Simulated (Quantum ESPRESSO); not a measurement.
# BP (F-43m): phonons against volume, part 2 of 9

Which modes of BP drive its thermal expansion?

Experimental results on record:
- volume expansion coefficient 9.6 1e-6/K near room temperature (given in “Thermal expansion coefficients of high thermal conducting BAs and BP materials (three times its linear coefficient)”, 2019, arxiv:1906.04101)

Quantum ESPRESSO 7.5; DFT LDA, scalar-relativistic, plane waves, GBRV ultrasoft pseudopotentials.

So far. Step 2 (A first coarse run): The start is under -4.8 GPa at this level and looks like an insulator or semiconductor on this mesh.

## (3) Finding the static equilibrium

The vibrations must be taken about the equilibrium of this functional, not about the starting cell, so the structure is relaxed.

relax.in reads:

```
 &control
    calculation='vc-relax',
    prefix='x',
    outdir='./tmp',
    pseudo_dir='./pseudo',
    tprnfor=.true.,
    tstress=.true.,
    forc_conv_thr=2.0d-05,
    etot_conv_thr=1.0d-07,
    nstep=40,
 /
 &system
    ibrav=0,
    nat=2,
    ntyp=2,
    ecutwfc=40.0,
    ecutrho=240.0,
    occupations='fixed',
    nbnd=6,
 /
 &electrons
    conv_thr=1.0d-11,
    mixing_beta=0.7,
    electron_maxstep=100,
 /
 &ions
 /
 &cell
    press_conv_thr=0.1,
 /
ATOMIC_SPECIES
 B      10.8100  B.upf
 P      30.9738  P.upf
CELL_PARAMETERS angstrom
     0.000000000    2.269000000    2.269000000
     2.269000000    0.000000000    2.269000000
     2.269000000    2.269000000    0.000000000
ATOMIC_POSITIONS crystal
 B      0.000000000   0.000000000   0.000000000
 P      0.250000000   0.250000000   0.250000000
K_POINTS automatic
 6 6 6 0 0 0
```

Command:

```
$ OMP_NUM_THREADS=1 mpirun -n 8 pw.x -nk 8 -in relax.in > relax.out
```

The program printed:

```text
[banner, memory and clock lines left out]
Program PWSCF v.7.5

     Message from routine setup:
     using ibrav=0 with symmetry is DISCOURAGED, use correct ibrav instead

     G-vector sticks info

     bravais-lattice index     =            0
     lattice parameter (alat)  =       6.0638  a.u.
     unit-cell volume          =     157.6631 (a.u.)^3
     number of atoms/cell      =            2
     number of atomic types    =            2
     number of electrons       =         8.00
     number of Kohn-Sham states=            6
     kinetic-energy cutoff     =      40.0000  Ry
     charge density cutoff     =     240.0000  Ry
     scf convergence threshold =      1.0E-11
     mixing beta               =       0.7000
     number of iterations used =            8  plain     mixing
     energy convergence thresh.=      1.0E-07
     force convergence thresh. =      2.0E-05
     press convergence thresh. =      1.0E-01
     Exchange-correlation=  SLA  PZ   NOGX NOGC
                           (   1   1   0   0   0   0   0)
     nstep                     =           40

     celldm(1)=   6.063849  celldm(2)=   0.000000  celldm(3)=   0.000000
     celldm(4)=   0.000000  celldm(5)=   0.000000  celldm(6)=   0.000000

     crystal axes: (cart. coord. in units of alat)
               a(1) = (   0.000000   0.707107   0.707107 )
               a(2) = (   0.707107   0.000000   0.707107 )
               a(3) = (   0.707107   0.707107   0.000000 )

     reciprocal axes: (cart. coord. in units 2 pi/alat)
               b(1) = ( -0.707107  0.707107  0.707107 )
               b(2) = (  0.707107 -0.707107  0.707107 )
               b(3) = (  0.707107  0.707107 -0.707107 )

     PseudoPot. # 1 for B  read from file:
     ./pseudo/B.upf
     Pseudo is Ultrasoft + core correction, Zval =  3.0
     Using radial grid of  781 points,  4 beta functions with:
                l(1) =   0
                l(2) =   0
                l(3) =   1
                l(4) =   1
     Q(r) pseudized with  8 coefficients,  rinner =    1.100   1.100   1.100

     PseudoPot. # 2 for P  read from file:
     ./pseudo/P.upf
     Pseudo is Ultrasoft + core correction, Zval =  5.0
     Using radial grid of  903 points,  6 beta functions with:
                l(1) =   0
                l(2) =   0
                l(3) =   1
                l(4) =   1
                l(5) =   2
                l(6) =   2
     Q(r) pseudized with  8 coefficients,  rinner =    1.300   1.300   1.300
                                                       1.300   1.300

     atomic species   valence    mass     pseudopotential
     B                 3.00    10.81000     B ( 1.00)
     P                 5.00    30.97380     P ( 1.00)

     24 Sym. Ops. (no inversion) found

   Cartesian axes

     site n.     atom                  positions (alat units)
         1        B      tau(   1) = (   0.0000000   0.0000000   0.0000000  )
         2        P      tau(   2) = (   0.3535534   0.3535534   0.3535534  )

     number of k points=    16
                       cart. coord. in units 2pi/alat
        k(    1) = (   0.0000000   0.0000000   0.0000000), wk =   0.0092593
        k(    2) = (   0.1178511   0.1178511  -0.1178511), wk =   0.0740741
        k(    3) = (   0.2357023   0.2357023  -0.2357023), wk =   0.0740741
        k(    4) = (  -0.3535534  -0.3535534   0.3535534), wk =   0.0370370
        k(    5) = (   0.2357023   0.0000000  -0.0000000), wk =   0.0555556
        k(    6) = (   0.3535534   0.1178511  -0.1178511), wk =   0.2222222
        k(    7) = (  -0.2357023  -0.4714045   0.4714045), wk =   0.2222222
        k(    8) = (  -0.1178511  -0.3535534   0.3535534), wk =   0.2222222
        k(    9) = (   0.0000000  -0.2357023   0.2357023), wk =   0.1111111
        k(   10) = (   0.4714045   0.0000000  -0.0000000), wk =   0.0555556
        k(   11) = (  -0.1178511  -0.5892557   0.5892557), wk =   0.2222222
        k(   12) = (  -0.0000000  -0.4714045   0.4714045), wk =   0.1111111
        k(   13) = (  -0.7071068   0.0000000   0.0000000), wk =   0.0277778
        k(   14) = (  -0.2357023  -0.4714045   0.7071068), wk =   0.2222222
        k(   15) = (  -0.1178511  -0.3535534   0.5892557), wk =   0.2222222
        k(   16) = (  -0.7071068   0.2357023   0.0000000), wk =   0.1111111

     Dense  grid:     9841 G-vectors     FFT dimensions: (  30,  30,  30)

     Smooth grid:     5329 G-vectors     FFT dimensions: (  25,  25,  25)

     Initial potential from superposition of free atoms

     starting charge       7.9996, renormalised to       8.0000
     Starting wfcs are    8 randomized atomic wfcs

     per-process dynamical memory:    16.4 Mb

     Self-consistent Calculation

     iteration #  1     ecut=    40.00 Ry     beta= 0.70
     Davidson diagonalization with overlap
     ethr =  1.00E-02,  avg # of iterations =  2.9

     total energy              =     -21.96849274 Ry
     estimated scf accuracy    <       0.16255028 Ry

     iteration #  2     ecut=    40.00 Ry     beta= 0.70
     Davidson diagonalization with overlap
     ethr =  2.03E-03,  avg # of iterations =  2.0

     total energy              =     -22.00312301 Ry
     estimated scf accuracy    <       0.02820877 Ry

     iteration #  3     ecut=    40.00 Ry     beta= 0.70
     Davidson diagonalization with overlap
     ethr =  3.53E-04,  avg # of iterations =  1.8

     total energy              =     -22.00798521 Ry
     estimated scf accuracy    <       0.00036813 Ry

     iteration #  4     ecut=    40.00 Ry     beta= 0.70
     Davidson diagonalization with overlap
     ethr =  4.60E-06,  avg # of iterations =  7.1

     total energy              =     -22.00826629 Ry
     estimated scf accuracy    <       0.00017801 Ry

     iteration #  5     ecut=    40.00 Ry     beta= 0.70
     Davidson diagonalization with overlap
     ethr =  2.23E-06,  avg # of iterations =  2.8

     total energy              =     -22.00832200 Ry
     estimated scf accuracy    <       0.00001071 Ry

     iteration #  6     ecut=    40.00 Ry     beta= 0.70
     Davidson diagonalization with overlap
     ethr =  1.34E-07,  avg # of iterations =  5.3

     total energy              =     -22.00833831 Ry
     estimated scf accuracy    <       0.00000013 Ry

     iteration #  7     ecut=    40.00 Ry     beta= 0.70
     Davidson diagonalization with overlap
     ethr =  1.66E-09,  avg # of iterations =  5.7

     total energy              =     -22.00833872 Ry
     estimated scf accuracy    <       0.00000023 Ry

     iteration #  8     ecut=    40.00 Ry     beta= 0.70
     Davidson diagonalization with overlap
     ethr =  1.66E-09,  avg # of iterations =  1.4

[...]
press convergence thresh. =      1.0E-01
     Exchange-correlation=  SLA  PZ   NOGX NOGC
                           (   1   1   0   0   0   0   0)

     celldm(1)=   6.063849  celldm(2)=   0.000000  celldm(3)=   0.000000
     celldm(4)=   0.000000  celldm(5)=   0.000000  celldm(6)=   0.000000

     crystal axes: (cart. coord. in units of alat)
               a(1) = (   0.000000   0.700316   0.700316 )
               a(2) = (   0.700316   0.000000   0.700316 )
               a(3) = (   0.700316   0.700316   0.000000 )

     reciprocal axes: (cart. coord. in units 2 pi/alat)
               b(1) = ( -0.713964  0.713964  0.713964 )
               b(2) = (  0.713964 -0.713964  0.713964 )
               b(3) = (  0.713964  0.713964 -0.713964 )

     PseudoPot. # 1 for B  read from file:
     ./pseudo/B.upf
     Pseudo is Ultrasoft + core correction, Zval =  3.0
     Using radial grid of  781 points,  4 beta functions with:
                l(1) =   0
                l(2) =   0
                l(3) =   1
                l(4) =   1
     Q(r) pseudized with  8 coefficients,  rinner =    1.100   1.100   1.100

     PseudoPot. # 2 for P  read from file:
     ./pseudo/P.upf
     Pseudo is Ultrasoft + core correction, Zval =  5.0
     Using radial grid of  903 points,  6 beta functions with:
                l(1) =   0
                l(2) =   0
                l(3) =   1
                l(4) =   1
                l(5) =   2
                l(6) =   2
     Q(r) pseudized with  8 coefficients,  rinner =    1.300   1.300   1.300
                                                       1.300   1.300

     atomic species   valence    mass     pseudopotential
     B                 3.00    10.81000     B ( 1.00)
     P                 5.00    30.97380     P ( 1.00)

     24 Sym. Ops. (no inversion) found

   Cartesian axes

     site n.     atom                  positions (alat units)
         1        B      tau(   1) = (  -0.0000000   0.0000000   0.0000000  )
         2        P      tau(   2) = (   0.3501579   0.3501579   0.3501579  )

     number of k points=    16
                       cart. coord. in units 2pi/alat
[...]
k(    9) = (   0.0000000  -0.2379879   0.2379879), wk =   0.1111111
        k(   10) = (   0.4759758   0.0000000  -0.0000000), wk =   0.0555556
        k(   11) = (  -0.1189939  -0.5949697   0.5949697), wk =   0.2222222
        k(   12) = (  -0.0000000  -0.4759758   0.4759758), wk =   0.1111111
        k(   13) = (  -0.7139637   0.0000000   0.0000000), wk =   0.0277778
        k(   14) = (  -0.2379879  -0.4759758   0.7139637), wk =   0.2222222
        k(   15) = (  -0.1189939  -0.3569818   0.5949697), wk =   0.2222222
        k(   16) = (  -0.7139637   0.2379879   0.0000000), wk =   0.1111111

     Dense  grid:     9577 G-vectors     FFT dimensions: (  30,  30,  30)

     Smooth grid:     5209 G-vectors     FFT dimensions: (  25,  25,  25)

     Initial potential from superposition of free atoms

     starting charge       7.9996, renormalised to       8.0000
     Starting wfcs are    8 randomized atomic wfcs

     per-process dynamical memory:    21.4 Mb

     Self-consistent Calculation

[...]
total energy              =     -22.00892454 Ry
[...]
iteration #  4     ecut=    40.00 Ry     beta= 0.70
     Davidson diagonalization with overlap
     ethr =  3.63E-06,  avg # of iterations =  4.4

     total energy              =     -22.00906748 Ry
     estimated scf accuracy    <       0.00005661 Ry

     iteration #  5     ecut=    40.00 Ry     beta= 0.70
     Davidson diagonalization with overlap
     ethr =  7.08E-07,  avg # of iterations =  2.1

     total energy              =     -22.00908033 Ry
     estimated scf accuracy    <       0.00000078 Ry

     iteration #  6     ecut=    40.00 Ry     beta= 0.70
     Davidson diagonalization with overlap
     ethr =  9.76E-09,  avg # of iterations =  5.6

     total energy              =     -22.00908127 Ry
     estimated scf accuracy    <       0.00000003 Ry

     iteration #  7     ecut=    40.00 Ry     beta= 0.70
     Davidson diagonalization with overlap
     ethr =  4.30E-10,  avg # of iterations =  3.8

     total energy              =     -22.00908129 Ry
     estimated scf accuracy    <          3.2E-09 Ry

     iteration #  8     ecut=    40.00 Ry     beta= 0.70
     Davidson diagonalization with overlap
     ethr =  3.99E-11,  avg # of iterations =  3.1

     total energy              =     -22.00908130 Ry
     estimated scf accuracy    <          1.5E-10 Ry

     iteration #  9     ecut=    40.00 Ry     beta= 0.70
     Davidson diagonalization with overlap
     ethr =  1.92E-12,  avg # of iterations =  3.6

     total energy              =     -22.00908130 Ry
     estimated scf accuracy    <          2.9E-12 Ry

     iteration # 10     ecut=    40.00 Ry     beta= 0.70
     Davidson diagonalization with overlap
     ethr =  1.00E-13,  avg # of iterations =  3.8

     total energy              =     -22.00908130 Ry
     estimated scf accuracy    <          2.6E-13 Ry

     iteration # 11     ecut=    40.00 Ry     beta= 0.70
     Davidson diagonalization with overlap
     ethr =  1.00E-13,  avg # of iterations =  1.0

     End of self-consistent calculation

          k = 0.0000 0.0000 0.0000 (   645 PWs)   bands (ev):

[...]
k = 0.1190 0.1190-0.1190 (   649 PWs)   bands (ev):

[...]
k = 0.2380 0.2380-0.2380 (   646 PWs)   bands (ev):

[...]
k =-0.3570-0.3570 0.3570 (   652 PWs)   bands (ev):

[...]
k = 0.2380 0.0000-0.0000 (   653 PWs)   bands (ev):

[...]
k = 0.3570 0.1190-0.1190 (   650 PWs)   bands (ev):

[...]
k =-0.2380-0.4760 0.4760 (   662 PWs)   bands (ev):

[...]
k =-0.1190-0.3570 0.3570 (   647 PWs)   bands (ev):

[...]
k = 0.0000-0.2380 0.2380 (   644 PWs)   bands (ev):

[...]
k = 0.4760 0.0000-0.0000 (   644 PWs)   bands (ev):

[...]
k =-0.1190-0.5950 0.5950 (   660 PWs)   bands (ev):

[...]
k =-0.0000-0.4760 0.4760 (   658 PWs)   bands (ev):

    -1.6866   1.5371   2.8822   6.2898  11.9742  17.6197

          k =-0.7140 0.0000 0.0000 (   652 PWs)   bands (ev):

    -1.2668   0.7774   5.2016   5.2016  10.6598  10.9306

          k =-0.2380-0.4760 0.7140 (   656 PWs)   bands (ev):

    -3.0266   2.8680   4.2748   6.0626  13.3792  14.8655

          k =-0.1190-0.3570 0.5950 (   660 PWs)   bands (ev):

    -1.6655   1.2019   3.7953   5.3169  13.8345  15.1769

          k =-0.7140 0.2380 0.0000 (   654 PWs)   bands (ev):

    -1.0453   1.1705   3.9559   4.0652  13.1849  13.8105

     highest occupied, lowest unoccupied level (ev):     9.4151   10.6598

!    total energy              =     -22.00908130 Ry
     estimated scf accuracy    <          6.2E-15 Ry

     The total energy is the sum of the following terms:
     one-electron contribution =       6.96632377 Ry
     hartree contribution      =       1.23609840 Ry
     xc contribution           =      -9.02478699 Ry
     ewald contribution        =     -21.18671647 Ry

     convergence has been achieved in  11 iterations

     Forces acting on atoms (cartesian axes, Ry/au):

     atom    1 type  1   force =     0.00000000    0.00000000    0.00000000
     atom    2 type  2   force =    -0.00000000   -0.00000000   -0.00000000

     Total force =     0.000000     Total SCF correction =     0.000000

     Computing stress (Cartesian axis) and pressure

          total   stress  (Ry/bohr**3)                   (kbar)     P=       -0.10
  -0.00000068  -0.00000000  -0.00000000           -0.10       -0.00       -0.00
  -0.00000000  -0.00000068  -0.00000000           -0.00       -0.10       -0.00
  -0.00000000  -0.00000000  -0.00000068           -0.00       -0.00       -0.10

     XML data file, charge density, pseudopotentials, collected wavefunctions
```

Elapsed: 3.3 s, on 8 MPI ranks of Arm Neoverse V1, shared host; 25 s of CPU time.

Relaxation path:

```
step  energy less that of the first step (eV)  largest force (eV/Å)  volume (Å³)
   1                                   0.0000                0.0000        23.36
   2                                  -0.0100                0.0000        22.80
   3                                  -0.0102                0.0000        22.69
   4                                  -0.0102                0.0000        22.70
   5                                  -0.0101                0.0000        22.70
```

```
conventional cell, symmetrised  before  after  change
                         a (Å)   4.538  4.494  -1.0 %
                         b (Å)   4.538  4.494  -1.0 %
                         c (Å)   4.538  4.494  -1.0 %
              volume (Å³/atom)   11.68  11.35  -2.9 %
```

Final coordinates:

```xyz
2
Lattice="0.0000 2.2472 2.2472 2.2472 0.0000 2.2472 2.2472 2.2472 0.0000" Properties=species:S:1:pos:R:3 pbc="T T T"
B     0.0000    0.0000    0.0000
P     1.1236    1.1236    1.1236
```

This step gave:

* volume per atom: 11.35 Å³
* pressure: -0.01 GPa
* gap on the k-mesh: 1.245 eV

After the last step pw.x solved the final cell once more on a basis chosen for it, which moves the energy without moving the atoms.

[end of part 2 of 9]

[Logs are printed without paths, hosts, clocks, repeated set-up lines and the standing remarks that a program may print on its own settings, such as how far it seeks lower states.]

[Hosts, paths, dates, database ids (printed as entryN), source tags and the programs' standing remarks are cut or masked in the printed files.]

[A step with changed settings may run another functional than the one named; its input shows which.]

[Of the runs on displaced cells, only some may be shown.]
